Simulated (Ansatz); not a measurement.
# Ca (Fm-3m): phonon-mediated transition temperature

Wanted: λ, ω_log and Tc of Ca (Fm-3m). The cell shown first is a relaxed one, from steps not shown here.

Program: Ansatz 0.2.0. Level of theory: DFT r2SCAN, scalar-relativistic, plane waves, PAW, in the first sound run; inputs show where later runs differ. Results are calculated unless marked as measured.

Report form: the programs' logs are mostly left out.

## (1) The cell after earlier relaxation steps

It takes space group Fm-3m (No. 225, cubic). Conventional cell: a = 5.564 Å, b = 5.564 Å, c = 5.564 Å, α = 90.00°, β = 90.00°, γ = 90.00°. Ca has 12 Ca at 3.93 Å nearest.

## (2) Electron–phonon run: r2SCAN at its own relaxed cell

The run that gives the couplings also evaluates McMillan's and Allen and Dynes's formulas and, where asked, the Eliashberg equations, over a range of μ*.

Contents of input.yaml:

```yaml
crystal:
  lattice:
    - [0.0, 2.7818451551, 2.7818451551]
    - [2.7818451551, 0.0, 2.7818451551]
    - [2.7818451551, 2.7818451551, 0.0]
  atoms:
    - { symbol: Ca, position: [0.0, 0.0, 0.0] }
kpoints:
  mp_grid: { grid: [9, 9, 9] }
hamiltonian:
  xc: r2scan
scf:
  occupations: { method: methfessel_paxton, width: 0.2 }
output:
  eigenvalues: true
phonons:
  method: dfpt
  qmesh: [3, 3, 3]
  temperatures: { t_max: 1000, t_step: 50 }
  qpath:
    path:
      - [[0.0, 0.0, 0.0], [0.5, 0.0, 0.5], [0.625, 0.25, 0.625]]
      - [[0.375, 0.375, 0.75], [0.0, 0.0, 0.0], [0.5, 0.5, 0.5], [0.5, 0.25, 0.75], [0.5, 0.0, 0.5]]
    npoints: 10
  electrical_resistivity:
    mesh: [12, 12, 12]
    temperatures: [20.0, 50.0, 80.0, 100.0, 150.0, 200.0, 273.0, 300.0, 400.0, 500.0, 600.0, 800.0]
  superconductivity: { mesh: [12, 12, 12] }
```

The run is started by

```sh
$ ansatz run input.yaml --threads 4 --pin off --max-ram 12288MiB --backend cpu --events-out ev --progress --plain --runs-dir out
```

Elapsed: 5.3 min, on 4 threads of Intel Xeon at 2.10GHz (Emerald Rapids), shared host; peak memory 4.1 GiB; 14 min of CPU time.

This step gave:

| Quantity | Value |
| --- | --- |
| volume per atom | 43.06 Å³ |
| metallic on mesh | yes |
| gap on the k-mesh | 0 eV |
| zero point energy | 0.02142 eV/cell |
| share of imaginary modes in the plain interpolation between solved wavevectors | 0 |
| highest frequency, solved or plainly interpolated | 176.8 cm⁻¹ |
| Debye temperature (second moment) | 222 K |
| resistivity at 300 K | 5.724 μΩ cm |
| coupling constant λ | 0.1207 |
| density of states at the Fermi level | 0.585 states/eV a spin and cell |
| log mean phonon energy ħω_log | 12.84 meV |
| transport coupling constant λ_tr | 0.1085, 0.1085, 0.1085 (xx, yy, zz) |
| Drude plasma energy | 4.656, 4.656, 4.656 eV (xx, yy, zz) |
| resistivity times mean free path | 13.43, 13.43, 13.43 × 10⁻¹⁶ Ω m² (xx, yy, zz) |
| second-moment phonon energy ħω₂ | 14.88 meV |
| coupling λ by branch | 0.0329, 0.0208, 0.067 (branches by rank of frequency) |

An empty cell: under 1 mK by a formula, or no transition down to the floor of the Eliashberg search. Transition temperatures:

| μ* | McMillan Tc (K) | Allen–Dynes Tc (K) |
| --- | --- | --- |
| 0.08 | - | - |
| 0.1 | - | - |
| 0.12 | - | - |
| 0.13 | - | - |
| 0.14 | - | - |
| 0.16 | - | - |
| 0.2 | - | - |

## (3) Coupling and resistivity: phonons taken to their low-smearing limit

The phonons between the solved wavevectors can be interpolated plainly or with the electrons' self-energy, which keeps Kohn anomalies.

This step: DFT PBE, scalar-relativistic, plane waves, PAW (Ansatz 0.2.0).

Contents of input.yaml:

```yaml
crystal:
  lattice:
    - [0.0, 2.762073189, 2.762073189]
    - [2.762073189, 0.0, 2.762073189]
    - [2.762073189, 2.762073189, 0.0]
  atoms:
    - { symbol: Ca, position: [0.0, 0.0, 0.0] }
kpoints:
  mp_grid: { grid: [12, 12, 12] }
hamiltonian:
  xc: pbe
scf:
  occupations: { method: methfessel_paxton, width: 0.2 }
output:
  eigenvalues: true
phonons:
  method: dfpt
  qmesh: [4, 4, 4]
  temperatures: { t_max: 1000, t_step: 50 }
  qpath:
    path:
      - [[0.0, 0.0, 0.0], [0.5, 0.0, 0.5], [0.625, 0.25, 0.625]]
      - [[0.375, 0.375, 0.75], [0.0, 0.0, 0.0], [0.5, 0.5, 0.5], [0.5, 0.25, 0.75], [0.5, 0.0, 0.5]]
    npoints: 10
  electrical_resistivity:
    mesh: [16, 16, 16]
    temperatures: [20.0, 50.0, 80.0, 100.0, 150.0, 200.0, 273.0, 300.0, 400.0, 500.0, 600.0, 800.0]
  superconductivity: { mesh: [16, 16, 16] }
  electron_occupations: {}
```

Elapsed: 7 min, on 4 threads; peak memory 3.8 GiB; 20 min of CPU time.

This step gave:

```
volume per atom                                   : 42.14 Å³
zero point energy                                 : 0.02074 eV/cell
highest frequency, solved or plainly interpolated : 164.8 cm⁻¹
Debye temperature (second moment)                 : 215 K
resistivity at 300 K                              : 8.263 μΩ cm
coupling constant λ                               : 0.1255
density of states at the Fermi level              : 0.6873 states/eV a spin and cell
log mean phonon energy ħω_log                     : 11.4 meV
transport coupling constant λ_tr                  : 0.1243, 0.1243, 0.1243 (xx, yy, zz)
Drude plasma energy                               : 4.103, 4.103, 4.103 eV (xx, yy, zz)
resistivity times mean free path                  : 13.78, 13.78, 13.78 × 10⁻¹⁶ Ω m² (xx, yy, zz)
second-moment phonon energy ħω₂                   : 13.90 meV
coupling λ by branch                              : 0.0383, 0.022, 0.0652 (branches by rank of frequency)
```

An empty cell: under 1 mK by a formula, or no transition down to the floor of the Eliashberg search. Transition temperatures:

| μ* | McMillan Tc (K) | Allen–Dynes Tc (K) |
| --- | --- | --- |
| 0.08 | - | - |
| 0.1 | - | - |
| 0.12 | - | - |
| 0.13 | - | - |
| 0.14 | - | - |
| 0.16 | - | - |
| 0.2 | - | - |

## (4) Coupling and resistivity: the database cell, unrelaxed

The base functional is run at the starting cell, unrelaxed, so that the lattice constant is the database's and not the functional's.

input.yaml, as its differences from that of step 3:

```diff
@@ -2,5 +2,5 @@
   lattice:
-    - [0.0, 2.762073189, 2.762073189]
-    - [2.762073189, 0.0, 2.762073189]
-    - [2.762073189, 2.762073189, 0.0]
+    - [0.0, 2.7942, 2.7942]
+    - [2.7942, 0.0, 2.7942]
+    - [2.7942, 2.7942, 0.0]
   atoms:
@@ -28,2 +28 @@
   superconductivity: { mesh: [16, 16, 16] }
-  electron_occupations: {}
```

Wall time 4.6 min (4 threads); peak memory 3.6 GiB.

Numbers from this step:

```
volume per atom                                   : 43.63 Å³
zero point energy                                 : 0.01986 eV/cell
highest frequency, solved or plainly interpolated : 155.4 cm⁻¹
Debye temperature (second moment)                 : 206 K
resistivity at 300 K                              : 7.55 μΩ cm
coupling constant λ                               : 0.1271
density of states at the Fermi level              : 0.6889 states/eV a spin and cell
log mean phonon energy ħω_log                     : 11.42 meV
transport coupling constant λ_tr                  : 0.1195, 0.1195, 0.1195 (xx, yy, zz)
Drude plasma energy                               : 4.213, 4.213, 4.213 eV (xx, yy, zz)
resistivity times mean free path                  : 13.55, 13.55, 13.55 × 10⁻¹⁶ Ω m² (xx, yy, zz)
second-moment phonon energy ħω₂                   : 13.58 meV
coupling λ by branch                              : 0.0353, 0.0218, 0.07 (branches by rank of frequency)
```

An empty cell: under 1 mK by a formula, or no transition down to the floor of the Eliashberg search. Transition temperatures:

| μ* | McMillan Tc (K) | Allen–Dynes Tc (K) |
| --- | --- | --- |
| 0.08 | - | - |
| 0.1 | - | - |
| 0.12 | - | - |
| 0.13 | - | - |
| 0.14 | - | - |
| 0.16 | - | - |
| 0.2 | - | - |

The Eliashberg function α²F has structure finer than the step of the table below, so its rows give means over 0.5 meV, whole bins alone (the curve runs from 0.075 to 19.2 meV). Peaks (meV: height): α²F 17.71: 0.393; α²F tr 17.71: 0.279.

Table of Eliashberg function α²F by phonon energy; means over each step:

| phonon energy (meV) | α²F | α²F tr |
| --- | --- | --- |
| 0.5 | 0 | 0 |
| 1.0 | 8.1e-5 | 3.9e-5 |
| 1.5 | 4.2e-4 | 2.5e-4 |
| 2.0 | 0.00171 | 0.00102 |
| 2.5 | 0.00313 | 0.00232 |
| 3.0 | 0.00447 | 0.00405 |
| 3.5 | 0.00621 | 0.00667 |
| 4.0 | 0.00800 | 0.00967 |
| 4.5 | 0.00953 | 0.0126 |
| 5.0 | 0.0116 | 0.0164 |
| 5.5 | 0.0133 | 0.0197 |
| 6.0 | 0.0149 | 0.0230 |
| 6.5 | 0.0170 | 0.0265 |
| 7.0 | 0.0183 | 0.0279 |
| 7.5 | 0.0190 | 0.0282 |
| 8.0 | 0.0197 | 0.0285 |
| 8.5 | 0.0204 | 0.0281 |
| 9.0 | 0.0220 | 0.0283 |
| 9.5 | 0.0249 | 0.0299 |
| 10.0 | 0.0272 | 0.0310 |
| 10.5 | 0.0301 | 0.0328 |
| 11.0 | 0.0335 | 0.0346 |
| 11.5 | 0.0384 | 0.0374 |
| 12.0 | 0.0438 | 0.0415 |
| 12.5 | 0.0495 | 0.0472 |
| 13.0 | 0.0483 | 0.0449 |
| 13.5 | 0.0444 | 0.0384 |
| 14.0 | 0.0453 | 0.0365 |
| 14.5 | 0.0504 | 0.0382 |
| 15.0 | 0.0622 | 0.0457 |
| 15.5 | 0.0900 | 0.0651 |
| 16.0 | 0.116 | 0.0815 |
| 16.5 | 0.120 | 0.0837 |
| 17.0 | 0.150 | 0.106 |
| 17.5 | 0.270 | 0.193 |
| 18.0 | 0.135 | 0.0977 |
| 18.5 | 0.0350 | 0.0273 |

## (5) Results

* meshes: q 4×4×4, k 12×12×12, scattering 16×16×16
* coupling constant λ: 0.127
* log mean phonon energy ħω_log: 11.4 meV

**Reading.** In the last run (PBE, database cell, q 4×4×4, k 12×12×12, scattering 16×16×16), with λ = 0.13 and ħω_log = 11.4 meV, Tc at μ* = 0.13 is under 1 mK by the formulas. Wikipedia's list of superconducting elements holds no transition of Ca at normal pressure, in line with the calculation. In that run Allen and Dynes's formula gives no transition above 0.05 K at μ* = 0.10 or more. By the run's own test λ is not converged in the fine mesh: it moves by 21 % between the two finest. The run's transport test calls it not converged in the mesh; ρ(300 K) moves by 6 % in the component that moves most. Over the runs, λ takes the values 0.121, 0.126 and 0.127, in the order shown. μ* is a typed number, phonons are harmonic, and spin fluctuations are left out; with λ this near or under μ*(1 + 0.62 λ), the formulas give Tc only to its order of magnitude, or none.

[Logs are printed without paths, hosts, clocks, repeated set-up lines and the standing remarks that a program may print on its own settings, such as how far it seeks lower states.]

[Hosts, paths, dates, database ids (printed as entryN), source tags and the programs' standing remarks are cut or masked in the printed files.]
